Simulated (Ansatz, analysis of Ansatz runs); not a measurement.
# Reproducing a measured hyperfine coupling: N2V- centre in diamond, part 2 of 2

Aim: the hyperfine coupling of the N2V- centre in diamond, to be set beside the measurement. Set-up: r2SCAN, 128-site cell, r2SCAN lattice, 500 eV, k: the single point 1/4 1/4 1/4. The model is a cell of 128 host atoms with 1 site emptied, N put on another atom's site and N put on another atom's site. The isotropic coupling follows from the spin density at the nucleus, the nuclear g-factor and the total spin. A meta-GGA costs about twice a GGA and mends lattice constants and part of the gap.

Ansatz 0.2.0; r2SCAN, 128-site cell, r2SCAN lattice, 500 eV, k: the single point 1/4 1/4 1/4.

So far: The structure; Relaxation, charge −1.

## 3. Contact spin densities

The relaxed structure is kept, and the final numbers are taken at the final level and k-points.

This step: plane-wave PAW DFT, r2SCAN; single point of a defect supercell.

File point/input.yaml:

```yaml
crystal:
  lattice:
    - [0.0, 7.12053982, 7.12053982]
    - [7.12053982, 0.0, 7.12053982]
    - [7.12053982, 7.12053982, 0.0]
  atoms:
    - { symbol: C, position: [0.124347585, 0.124447665, 0.12581865] }
    - { symbol: C, position: [0.187065189, 0.187164272, 0.188105675] }
    - { symbol: C, position: [0.124359106, 0.124458482, 0.375541754] }
    - { symbol: C, position: [0.186843135, 0.186942553, 0.437858801] }
    - { symbol: C, position: [0.124558501, 0.124657776, 0.625282007] }
    - { symbol: C, position: [0.187276154, 0.187376794, 0.687874095] }
    - { symbol: C, position: [0.124561355, 0.124663249, 0.87563588] }
    - { symbol: C, position: [0.186803061, 0.186904349, 0.93883902] }
    - { symbol: C, position: [0.124349336, 0.37485589, 0.125505389] }
    - { symbol: C, position: [0.187012568, 0.437234713, 0.187749409] }
    - { symbol: C, position: [0.123669457, 0.374563272, 0.375513663] }
    - { symbol: C, position: [0.191312967, 0.434236804, 0.434969639] }
    - { symbol: C, position: [0.128622367, 0.373536669, 0.624004801] }
    - { symbol: C, position: [0.191025357, 0.434227272, 0.690016089] }
    - { symbol: C, position: [0.123556761, 0.374549256, 0.876550525] }
    - { symbol: C, position: [0.186999145, 0.437244934, 0.938488933] }
    - { symbol: C, position: [0.12488754, 0.624730682, 0.125334187] }
    - { symbol: C, position: [0.187982355, 0.686897483, 0.188127574] }
    - { symbol: C, position: [0.128123056, 0.622940946, 0.374771109] }
    - { symbol: C, position: [0.192895107, 0.684077324, 0.43666959] }
    - { symbol: C, position: [0.128147537, 0.622832675, 0.624319213] }
    - { symbol: C, position: [0.187951114, 0.686826885, 0.687417784] }
    - { symbol: C, position: [0.124875987, 0.624724183, 0.875223085] }
    - { symbol: C, position: [0.187424246, 0.687239571, 0.937866619] }
    - { symbol: C, position: [0.124918237, 0.874585105, 0.125550063] }
    - { symbol: C, position: [0.187589063, 0.937007866, 0.188027092] }
    - { symbol: C, position: [0.124616591, 0.874353647, 0.375586511] }
    - { symbol: C, position: [0.187586573, 0.936983429, 0.437784213] }
    - { symbol: C, position: [0.124888511, 0.874557026, 0.625094797] }
    - { symbol: C, position: [0.187296511, 0.93721553, 0.687804638] }
[... 12 lines left out ...]
    - { symbol: "N", position: [0.369163065, 0.369264367, 0.369936921] }
    - { symbol: "N", position: [0.368914805, 0.369017015, 0.642509795] }
[... 75 lines left out ...]
    - { symbol: C, position: [0.874783501, 0.874885709, 0.125360481] }
    - { symbol: C, position: [0.937360693, 0.937462526, 0.18792531] }
    - { symbol: C, position: [0.874973091, 0.87507458, 0.375258383] }
    - { symbol: C, position: [0.937538552, 0.937639961, 0.437606409] }
    - { symbol: C, position: [0.874981759, 0.875083049, 0.624778572] }
    - { symbol: C, position: [0.937346179, 0.937447177, 0.687626921] }
    - { symbol: C, position: [0.874776854, 0.874876946, 0.875104892] }
    - { symbol: C, position: [0.937302432, 0.937403707, 0.937834047] }
total_charge: -1
basis:
  ecutwfc: 500
  xc_grid: 2
hamiltonian:
  xc: r2scan
kpoints:
  mp_grid: { grid: [1, 1, 1], shift: [0.25, 0.25, 0.25] }
magnetization:
  spin_polarized: true
  initial_magnetization: 1
  spin_locking: { lock_magnetization: hard }
scf:
  occupations: { method: fermi_dirac, width: 0.01 }
  max_iter: 120
output:
  forces: true
  efg: {}
  eigenvalues: true
checkpoint:
  read: "../relax.run"
```

The run is started by

```sh
ansatz run input.yaml --threads 2 --pin off --max-ram 4710MiB --backend cpu --events-out ev --progress --plain --runs-dir out
```

Numbers of over 12 decimals in the logs are rounded to 6 here.

The program printed:

```text
[...]
Warning: the atoms were moved onto the symmetric positions of the space group found under crystal.symmetry.tolerance 1.0e-5 (fractional; [...]
[...]
Warning: checkpoint.read: the run can stay near the saved state's solution: 28 site(s) moved relative to the saved geometry (max |Δs| = 1.500e-6 fractional); [...]
[...]
Crystal: 127 atoms, lattice volume = 722.052 Å³
Basis set: ecut = 500 eV, 18197 PW (Γ), exchange–correlation on 150×150×150 points (8 copies of the dense FFT grid, shifted against one another)
Bands: 383, of which v1, the nominal top of the filled ones, is band 256 counted from 1 (255 counted from 0)
Symmetry: 2 space group operations
[...]
k-points: 1
[...]
Starting moments: Σ|m| = 1 μB on 127 of 127 sites; this step starts from the density that it was given
[...]
atom  14  C  V_zz =    +1.594389   η = 0.2513   by run symmetry: allowed
[...]
atom  36  C  V_zz =    +1.581904   η = 0.1997   by run symmetry: allowed
[...]
atom  37  C  V_zz =    -0.346464   η = 0.4496   by run symmetry: allowed
[...]
atom  38  C  V_zz =    +1.594389   η = 0.2513   by run symmetry: allowed
[...]
atom  43  N  V_zz =   -14.471233   η = 0.0020   by run symmetry: allowed
[...]
atom  44  N  V_zz =   -15.076585   η = 0.0138   by run symmetry: allowed
[...]
atom  50  C  V_zz =    -3.631210   η = 0.0728   by run symmetry: allowed
[...]
atom  74  C  V_zz =    -3.631210   η = 0.0728   by run symmetry: allowed
[...]
--- Band table (eV) ---
[...]
[key lines of the parts left out:]
SCF converged after 3 iterations
Magnetization: 1.0000 μB (256.0000 up, 255.0000 down)
Free energy (F): -32189.130746 eV
Fermi energy:    16.185720 (↑ 16.733740, ↓ 16.056962) eV
```

Wall time 2.6 min (2 threads of Arm Neoverse V1, shared host); peak memory 3.6 GiB.

Numbers from this step:

| Property | Result |
| --- | --- |
| free energy | -32189.1307 eV |
| total moment | 1 μB |
| integral of the absolute spin density | 1.255 μB |
| spin contamination | 0.009622 |

The largest moments in the atoms' spheres: C50 0.20, C74 0.20, C98 0.02, C27 0.02, C106 0.01, C58 0.01 μB.

Contact couplings A = (2/3) μ0 ge μB gN μN ρs / (2S h), for each element's most abundant magnetic isotope:

```csv
atom,isotope,distance from the centre (Å),contact spin density (e/Å³),A (MHz)
C50,13C,1.63,1.30,217.3
C74,13C,1.63,1.30,217.3
C58,13C,3.88,0.124,20.6
C106,13C,3.88,0.124,20.6
C56,13C,3.88,0.122,20.3
C104,13C,3.88,0.122,20.3
C51,13C,2.50,-0.103,-17.1
C75,13C,2.50,-0.103,-17.1
C49,13C,2.50,-0.103,-17.1
C73,13C,2.50,-0.103,-17.1
```

## 4. Summary of results

- 15N, isotropic: 5.3 MHz
- 13C, the two neighbours of the vacancy, isotropic: 217.3 MHz
- integral of the absolute spin density: 1.26 μB
- time of the whole chain: 19 min on 2 threads

In words: 15N, isotropic: computed 5.3 MHz, measured 4.02 MHz; 1.3 MHz (33 %) above the measurement. 13C, the two neighbours of the vacancy, isotropic: computed 217.3 MHz, measured 240.7 MHz; 23.4 MHz (10 %) below the measurement. Only the isotropic (Fermi contact) part is computed, with core polarisation; no vibrational averaging.

[Logs are printed without paths, hosts, clocks, repeated set-up lines and the standing remarks that a program may print on its own settings, such as how far it seeks lower states.]

[Hosts, paths, dates, database ids (printed as entryN), source tags and the programs' standing remarks are cut or masked in the printed files.]

[For some hosts the program warned that the k-mesh of the response run may be too coarse for force constants and the static dielectric constant; such warnings are not shown here.]
